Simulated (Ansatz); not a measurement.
**What Sn2Ge (model cell, started as cuprite) distorts into**

Wanted: the energy along a soft mode of Sn2Ge (model cell, started as cuprite) and the structure at the end.

Method: DFT LDA, scalar-relativistic, plane waves, PAW, in Ansatz 0.2.0.

This is a report of a sequence of runs, with the program logs left out and the cost of each run kept.

The structure was built from a prototype and need not be the compound's stable phase.

### Step 1. The system as given

Symmetry: Pn-3m, No. 224, cubic system. The conventional cell has a = 5.876 Å, b = 5.876 Å, c = 5.876 Å, α = 90.00°, β = 90.00°, γ = 90.00°. Nearest to Ge lie 4 Sn at 2.54 Å. Nearest to Sn lie 2 Ge at 2.54 Å. Farther neighbours, and contacts between anions beyond the nearest, are not listed.

### Step 2. The dispersion

Stability and thermal properties need the whole zone. Linear response on a 2×2×2 q mesh gives force constants as far as a supercell of that size would.

input.yaml

```yaml
crystal:
  lattice:
    - [5.87551948, 0.0, 0.0]
    - [0.0, 5.87551948, 0.0]
    - [0.0, 0.0, 5.87551948]
  atoms:
    - { symbol: Ge, position: [0.0, 0.0, 0.0] }
    - { symbol: Ge, position: [0.5, 0.5, 0.5] }
    - { symbol: Sn, position: [0.25, 0.25, 0.25] }
    - { symbol: Sn, position: [0.75, 0.75, 0.25] }
    - { symbol: Sn, position: [0.75, 0.25, 0.75] }
    - { symbol: Sn, position: [0.25, 0.75, 0.75] }
kpoints:
  mp_grid: { grid: [6, 6, 6] }
hamiltonian:
  xc: lda
scf:
  occupations: { method: methfessel_paxton, width: 0.2 }
output:
  eigenvalues: true
phonons:
  method: dfpt
  qmesh: [2, 2, 2]
  temperatures: { t_max: 1000, t_step: 50 }
  qpath:
    path:
      - [[0.0, 0.0, 0.0], [0.0, 0.5, 0.0], [0.5, 0.5, 0.0], [0.0, 0.0, 0.0], [0.5, 0.5, 0.5], [0.0, 0.5, 0.0]]
      - [[0.5, 0.5, 0.5], [0.5, 0.5, 0.0]]
    npoints: 10
```

Run with:

```console
$ ansatz run input.yaml --threads 8 --pin off --max-ram 14336MiB --backend cpu --events-out ev --progress --plain --runs-dir out
```

It took 2.5 min on 8 threads of Arm Neoverse V2, shared host; peak memory 3.1 GiB.

Numbers from this step:

| Quantity | Value |
| --- | --- |
| volume per atom | 33.81 Å³ |
| gap on the k-mesh | 0 eV |
| sum-rule residual before enforcement | 4.18e-5 eV/Å² |
| lowest frequency on the path | -103.3 cm⁻¹ |
| point group | m-3m |
| highest frequency on path, mesh or solved points | 256.2 cm⁻¹ |
| highest optical mode at the zone centre (no LO-TO term) | 253.1 cm⁻¹ |
| lowest optical zone-centre mode | -85.07 cm⁻¹ |
| lowest mode on the q mesh (acoustic modes at Γ apart) | -103.3 cm⁻¹ |

Frequencies (cm⁻¹) solved at each irreducible wavevector; negative means imaginary. Frequencies by wavevector, by row:

| q in reciprocal lattice units | star | mode 1 | mode 2 | mode 3 | mode 4 | mode 16 | mode 17 | mode 18 |
| --- | --- | --- | --- | --- | --- | --- | --- | --- |
| 0 0 0 | 1 | -85.1 | -85.1 | -85.1 | -79.4 | 253.1 | 253.1 | 253.1 |
| 0 0 -0.5 | 3 | -89.5 | -89.5 | -80.2 | -80.2 | 230.1 | 256.2 | 256.2 |
| 0 -0.5 -0.5 | 3 | -88.5 | -88.5 | -82.4 | -82.4 | 226.3 | 250.8 | 250.8 |
| -0.5 -0.5 -0.5 | 1 | -103.3 | -103.3 | -103.3 | -65.3 | 250.4 | 250.4 | 250.4 |

Interpolated from a 2×2×2 q mesh. The phonon branches at the labelled points (cm⁻¹):

| point | branch 1 | branch 2 | branch 3 | branch 4 | branch 15 | branch 16 | branch 17 | branch 18 |
| --- | --- | --- | --- | --- | --- | --- | --- | --- |
| Γ | -85 | -85 | -85 | -79 | 178 | 253 | 253 | 253 |
| halfway | -88 | -84 | -81 | -81 | 204 | 247 | 255 | 255 |
| X | -90 | -90 | -80 | -80 | 230 | 230 | 256 | 256 |
| halfway | -88 | -88 | -84 | -84 | 228 | 228 | 254 | 254 |
| M | -88 | -88 | -82 | -82 | 226 | 226 | 251 | 251 |
| halfway | -86 | -86 | -85 | -85 | 210 | 244 | 253 | 255 |
| Γ | -85 | -85 | -85 | -79 | 178 | 253 | 253 | 253 |
| halfway | -93 | -93 | -78 | -77 | 209 | 243 | 253 | 253 |
| R | -103 | -103 | -103 | -65 | 176 | 250 | 250 | 250 |
| halfway | -97 | -94 | -83 | -78 | 211 | 240 | 252 | 252 |
| X | -90 | -90 | -80 | -80 | 230 | 230 | 256 | 256 |
| jump to R | -103 | -103 | -103 | -65 | 176 | 250 | 250 | 250 |
| halfway | -98 | -98 | -92 | -72 | 202 | 244 | 251 | 251 |
| M | -88 | -88 | -82 | -82 | 226 | 226 | 251 | 251 |

Symmetry leaves 4 wavevectors to solve. The lowest mode among them, the acoustic zeros apart, lies at q = (-0.5, -0.5, -0.5) and is imaginary, 103.3i cm⁻¹, so the energy falls along it.

### Step 3. The mode frozen in, largest atomic shift 0 Å

The mode followed lies at q = (0, 0, -0.5) with frequency 89.5i cm⁻¹ and is 2-fold degenerate, one of the unstable modes though not the softest. At small amplitude the pattern taken leaves space group no. 112 by a symmetry search on the positions. The undistorted cell that holds it gives the zero of energy on the same k mesh.

System of this step: Sn2Ge (model cell, started as cuprite). Symmetry: Pn-3m, No. 224, cubic system. The conventional cell has a = 5.876 Å, b = 5.876 Å, c = 5.876 Å, α = 90.00°, β = 90.00°, γ = 90.00°. Nearest to Ge lie 4 Sn at 2.54 Å. Nearest to Sn lie 2 Ge at 2.54 Å. Farther neighbours, and contacts between anions beyond the nearest, are not listed.

input.yaml

```yaml
crystal:
  lattice:
    - [5.87551948, 0.0, 0.0]
    - [0.0, 5.87551948, 0.0]
    - [0.0, 0.0, 11.75103896]
  atoms:
    - { symbol: Ge, position: [0.0, 0.0, 0.5] }
    - { symbol: Ge, position: [0.0, 0.0, 0.0] }
    - { symbol: Ge, position: [0.5, 0.5, 0.25] }
    - { symbol: Ge, position: [0.5, 0.5, 0.75] }
    - { symbol: Sn, position: [0.25, 0.25, 0.125] }
    - { symbol: Sn, position: [0.25, 0.25, 0.625] }
    - { symbol: Sn, position: [0.75, 0.75, 0.125] }
    - { symbol: Sn, position: [0.75, 0.75, 0.625] }
    - { symbol: Sn, position: [0.75, 0.25, 0.375] }
    - { symbol: Sn, position: [0.75, 0.25, 0.875] }
    - { symbol: Sn, position: [0.25, 0.75, 0.375] }
    - { symbol: Sn, position: [0.25, 0.75, 0.875] }
kpoints:
  mp_grid: { grid: [6, 6, 4] }
hamiltonian:
  xc: lda
scf:
  occupations: { method: methfessel_paxton, width: 0.2 }
output:
  forces: true
  stress: true
  eigenvalues: true
```

It took 9.5 s on 8 threads; peak memory 2.3 GiB; 73 s of CPU time.

Numbers from this step:

- pressure: 0.07131 GPa
- energy from the undistorted cell: 0 meV/atom

The run ends at a pressure of 0.07 GPa.

### Step 4. The mode frozen in, largest atomic shift 0.6 Å

The atoms are moved along the unstable eigenvector, the largest shift by 0.6 Å, with the cell fixed.

input.yaml

```yaml
crystal:
  lattice:
    - [5.87551948, 0.0, 0.0]
    - [0.0, 5.87551948, 0.0]
    - [0.0, 0.0, 11.75103896]
  atoms:
    - { symbol: Ge, position: [0.0, 0.0, 0.5] }
    - { symbol: Ge, position: [0.0, 0.0, 0.0] }
    - { symbol: Ge, position: [0.5, 0.5, 0.25] }
    - { symbol: Ge, position: [0.5, 0.5, 0.75] }
    - { symbol: Sn, position: [0.3222087758, 0.1777912242, 0.125] }
    - { symbol: Sn, position: [0.1777912242, 0.3222087758, 0.625] }
    - { symbol: Sn, position: [0.6777912242, 0.8222087758, 0.125] }
    - { symbol: Sn, position: [0.8222087758, 0.6777912242, 0.625] }
    - { symbol: Sn, position: [0.6777912242, 0.1777912242, 0.375] }
    - { symbol: Sn, position: [0.8222087758, 0.3222087758, 0.875] }
    - { symbol: Sn, position: [0.3222087758, 0.8222087758, 0.375] }
    - { symbol: Sn, position: [0.1777912242, 0.6777912242, 0.875] }
kpoints:
  mp_grid: { grid: [6, 6, 4] }
hamiltonian:
  xc: lda
scf:
  occupations: { method: methfessel_paxton, width: 0.2 }
output:
  forces: true
  stress: true
  eigenvalues: true
```

Elapsed: 15 s, on 8 threads; peak memory 2.1 GiB; 2 min of CPU time.

Numbers from this step:

* pressure: -1.180 GPa
* energy from the undistorted cell: -299.1 meV/atom

The energy, extrapolated to zero smearing, is -299.07 meV/atom against the undistorted cell.

The run ends at a pressure of -1.18 GPa, with forces up to 0.74 eV/Å.

### Step 5. Energy along the mode, all amplitudes (two of the runs are shown above)

An imaginary frequency means negative curvature, so the energy should fall and then rise again as anharmonic terms take over.

This step gave:

```yaml
depth_at_the_lowest_point_sampled: 299.1 meV/atom
largest_atomic_shift_at_that_point: 0.6 Å
```

Table of energy from the parent by largest atomic shift:

| largest atomic shift (Å) | energy from the parent (meV/atom) |
| --- | --- |
| 0.000 | 0 |
| 0.040 | -1.82 |
| 0.080 | -7.21 |
| 0.140 | -21.9 |
| 0.220 | -53.5 |
| 0.320 | -111 |
| 0.450 | -204 |
| 0.600 | -299 |

Displacement at unit largest shift by atom:

| atom | x (Å) | y (Å) | z (Å) | size |
| --- | --- | --- | --- | --- |
| Ge1 | 0.000 | 0.000 | 0.000 | 0.000 |
| Ge2 | 0.000 | 0.000 | 0.000 | 0.000 |
| Ge3 | 0.000 | 0.000 | 0.000 | 0.000 |
| Ge4 | 0.000 | 0.000 | 0.000 | 0.000 |
| Sn5 | 0.707 | -0.707 | 0.000 | 1.000 |
| Sn6 | -0.707 | 0.707 | 0.000 | 1.000 |
| Sn7 | -0.707 | 0.707 | 0.000 | 1.000 |
| Sn8 | 0.707 | -0.707 | 0.000 | 1.000 |
| Sn9 | -0.707 | -0.707 | 0.000 | 1.000 |
| Sn10 | 0.707 | 0.707 | 0.000 | 1.000 |
| Sn11 | 0.707 | 0.707 | 0.000 | 1.000 |
| Sn12 | -0.707 | -0.707 | 0.000 | 1.000 |

The energy still falls at the last step, so the rise lies beyond the steps tried.

### Step 6. Relaxation from the frozen mode

Starting from the lowest point found, all atoms and the cell are let go, so that strain and other modes of the same symmetry can join in.

Changes to input.yaml since step 4:

```diff
@@ -28 +28,6 @@
   eigenvalues: true
+relax:
+  adjacent_minimum: "off"
+  f_tol: 0.002
+  max_steps: 120
+  cell: { stress_tol: 0.03 }
```

It took 3.2 min on 8 threads; peak memory 2.2 GiB; 26 min of CPU time.

Relaxation path:

| step | energy less that of the first step (eV) | largest force component (eV/Å) | pressure (GPa) | volume (Å³) |
| --- | --- | --- | --- | --- |
| 1 | 0.0000 | 0.6655 | -1.18 | 405.67 |
| 2 | -0.3551 | 1.4062 | 2.13 | 388.85 |
| 3 | -1.4164 | 0.3004 | 1.26 | 392.37 |
| 4 | -1.5483 | 0.2871 | -0.53 | 411.06 |
| 5 | -1.6338 | 0.1498 | -0.29 | 410.54 |
| 6 | -1.6172 | 0.2181 | -0.16 | 404.72 |
| 7 | -1.6652 | 0.0385 | -0.03 | 406.70 |
| 8 | -1.6678 | 0.0026 | -0.01 | 405.84 |
| 9 | -1.6678 | 0.0008 | 0.00 | 405.78 |
| 10* | -1.6680 | 0.0009 | 0.00 | 405.78 |

Relaxation steps marked * repeat the geometry before them on a plane-wave basis chosen anew for their cell, so energy and pressure can jump there. Relaxation step 6 was tried and not accepted.

The run keeps the 8 symmetry operations that the program found, so distortions that break them were not tested.

| conventional cell, symmetrised | before | after | change |
| --- | --- | --- | --- |
| a (Å) | 5.876 | 5.803 | -1.2 % |
| b (Å) | 5.876 | 5.803 | -1.2 % |
| c (Å) | 11.751 | 12.051 | +2.6 % |
| volume (Å³/atom) | 33.81 | 33.81 | +0.0 % |

The atoms that moved most (Å, as changes of fractional coordinates times the final cell):

| atom | dx | dy | dz | length |
| --- | --- | --- | --- | --- |
| Sn6 | -0.239 | -0.159 | 0.301 | 0.416 |
| Sn12 | -0.239 | 0.159 | -0.301 | 0.416 |
| Sn7 | 0.159 | 0.239 | 0.301 | 0.416 |
| Sn9 | 0.159 | -0.239 | -0.301 | 0.416 |
| Sn10 | 0.239 | -0.159 | -0.301 | 0.416 |
| Sn8 | 0.239 | 0.159 | 0.301 | 0.416 |
| Sn11 | -0.159 | 0.239 | -0.301 | 0.416 |
| Sn5 | -0.159 | -0.239 | 0.301 | 0.416 |

Final coordinates:

```
Ge Sn
1.0
     5.80282    0.00000    0.00000
     0.00000    5.80282    0.00000
     0.00000    0.00000   12.05069
Ge Sn
4 8
Direct
  0.00000 0.00000 0.50000
  0.00000 0.00000 0.00000
  0.50000 0.50000 0.25000
  0.50000 0.50000 0.75000
  0.29482 0.13668 0.15001
  0.13668 0.29482 0.65001
  0.70518 0.86332 0.15001
  0.86332 0.70518 0.65001
  0.70518 0.13668 0.34999
  0.86332 0.29482 0.84999
  0.29482 0.86332 0.34999
  0.13668 0.70518 0.84999
```

This step gave:

```
pressure : 6.55e-6 GPa
```

The distorted start has space group P-42c; the relaxation ends in P-42c.

### Step 7. What came out

| Property | Result |
| --- | --- |
| unstable mode of the parent | q = (0, 0, -0.5), 90i cm⁻¹ |
| depth at the lowest point sampled | 299 meV/atom |
| largest atomic shift at that point | 0.6 Å |
| space group reached | P-42c |
| energy gained over the parent (first relaxation, on the mesh of the frozen mode) | 438 meV/atom |
| volume per atom, phase reached | 33.8 Å³ |

**Reading.** Along this mode the structure falls into P-42c, 438 meV/atom below the parent. At the parent's cell the well is 299.1 meV/atom deep on the steps tried, with its lowest point at a shift of 0.6 Å. That is the last step tried, so the steps alone don't bracket the bottom of the well. Relaxing atoms and cell changes the gain by +139.09 meV/atom against the lowest step (energies at zero smearing). The modes of the phase reached were not computed. Of the 6 patterns followed from this parent, this one ends 181 meV/atom above the lowest, Ibam. Differences under 1.0 meV/atom are within the error of comparing unlike cells and meshes, so the order among close phases is not settled. Each path keeps the symmetry of its pattern, so a lower phase may lie along a pattern not tried. With no gap, or one that is small against the smearing, the frequencies hang on the k mesh and the smearing, most of all near Kohn anomalies. Spin-orbit coupling is left out, which can matter for the heavy elements here. The starting cell was built on a prototype and not taken from a measurement, so the phase need not exist.

[Long decimals in the printed logs are rounded to 6 places.]

[Logs are printed without paths, hosts, clocks, repeated set-up lines and the standing remarks that a program may print on its own settings, such as how far it seeks lower states.]

[Hosts, paths, dates, database ids (printed as entryN), source tags and the programs' standing remarks are cut or masked in the printed files.]

[Where the starting crystal was built by hand or by swapping elements, it need not be the compound's stable phase.]
